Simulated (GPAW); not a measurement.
Consider YCu (Pm-3m).

```xyz
2
Lattice="3.4581 0.0000 0.0000 0.0000 3.4581 0.0000 0.0000 0.0000 3.4581" Properties=species:S:1:pos:R:3 pbc="T T T"
Y     0.0000    0.0000    0.0000
Cu    1.7291    1.7291    1.7291
```

Absorber: atom 1, with 8 Cu at 2.99 Å and 6 Y at 3.46 Å (cube and octahedron, as in bcc, site symmetry m-3m). Method: GPAW, LDA, excited-electron core hole (neutral cell), 16-atom cell with 6.9 Å between holes, 4×4×4 k points, dipole transitions, Gaussian full width 1.5 eV up to 4 eV, rising linearly to 3.5 eV at 25 eV.

Q: Where do the maxima of the Y L₃ edge fall?

Main maxima up to 30 eV above the zero (height): 1.6 eV (2.68), 5.4 eV (1.39), 9.6 eV (0.88) and 19.2 eV (0.67). At an L edge the dipole rule selects empty d (and weakly s) states on the absorber, and the strong line at the onset measures the empty part of its d band. 

The Y L₃ spectrum (energy from the lowest empty level; intensity scaled to a mean of 1 over the first 20 eV):

```
E (eV)  intensity
  -2.0       0.00
  -1.5       0.05
  -1.0       0.24
  -0.5       0.80
   0.0       1.55
   0.5       2.08
   1.0       2.42
   1.5       2.66
   2.0       2.58
   2.5       2.23
   3.0       1.92
   3.5       1.61
   4.0       1.27
   4.5       1.15
   5.0       1.29
   5.5       1.39
   6.0       1.27
   6.5       1.05
   7.0       0.88
   7.5       0.79
   8.0       0.76
   8.5       0.80
   9.0       0.85
   9.5       0.88
  10.0       0.85
  10.5       0.76
  11.0       0.66
  11.5       0.58
  12.0       0.53
  12.5       0.48
  13.0       0.43
  13.5       0.39
  14.0       0.38
  14.5       0.39
  15.0       0.42
  15.5       0.45
  16.0       0.48
  16.5       0.51
  17.0       0.54
  17.5       0.57
  18.0       0.61
  18.5       0.65
  19.0       0.67
  19.5       0.66
  20.0       0.64
  20.5       0.60
  21.0       0.56
  21.5       0.53
  22.0       0.51
  22.5       0.51
  23.0       0.51
  23.5       0.51
  24.0       0.52
  24.5       0.53
  25.0       0.54
  25.5       0.54
  26.0       0.55
  26.5       0.55
  27.0       0.55
  27.5       0.55
  28.0       0.56
  28.5       0.56
  29.0       0.56
  29.5       0.55
  30.0       0.54
  30.5       0.53
  31.0       0.52
  31.5       0.52
  32.0       0.52
```

Only the L₃ part is meant: spin–orbit coupling of the core level isn't computed and the L₂ copy isn't added. Lifetime broadening is put in by hand, and intensities beyond about 20 eV depend on it and on the partial waves; weight that the partial waves miss at high energy is lost. The structure is a computed Materials Project entry and may be a hypothetical form.

[Banner, clock and machine lines of the logs are left out without a mark of their own.]

[Logs are printed without paths, hosts, clocks, repeated set-up lines and the standing remarks that a program may print on its own settings, such as how far it seeks lower states.]

[Hosts, paths, dates, database ids (printed as entryN), source tags and the programs' standing remarks are cut or masked in the printed files.]

[Lists of maxima count a maximum above −3 eV only where it reaches 4 % of the highest in the window and stands out from its surroundings by 2 % of it (1.5 % where it reaches 55 %); shoulders and weaker maxima are passed over, and of the rest the first, up to two pre-edge ones and the few strongest are named.]
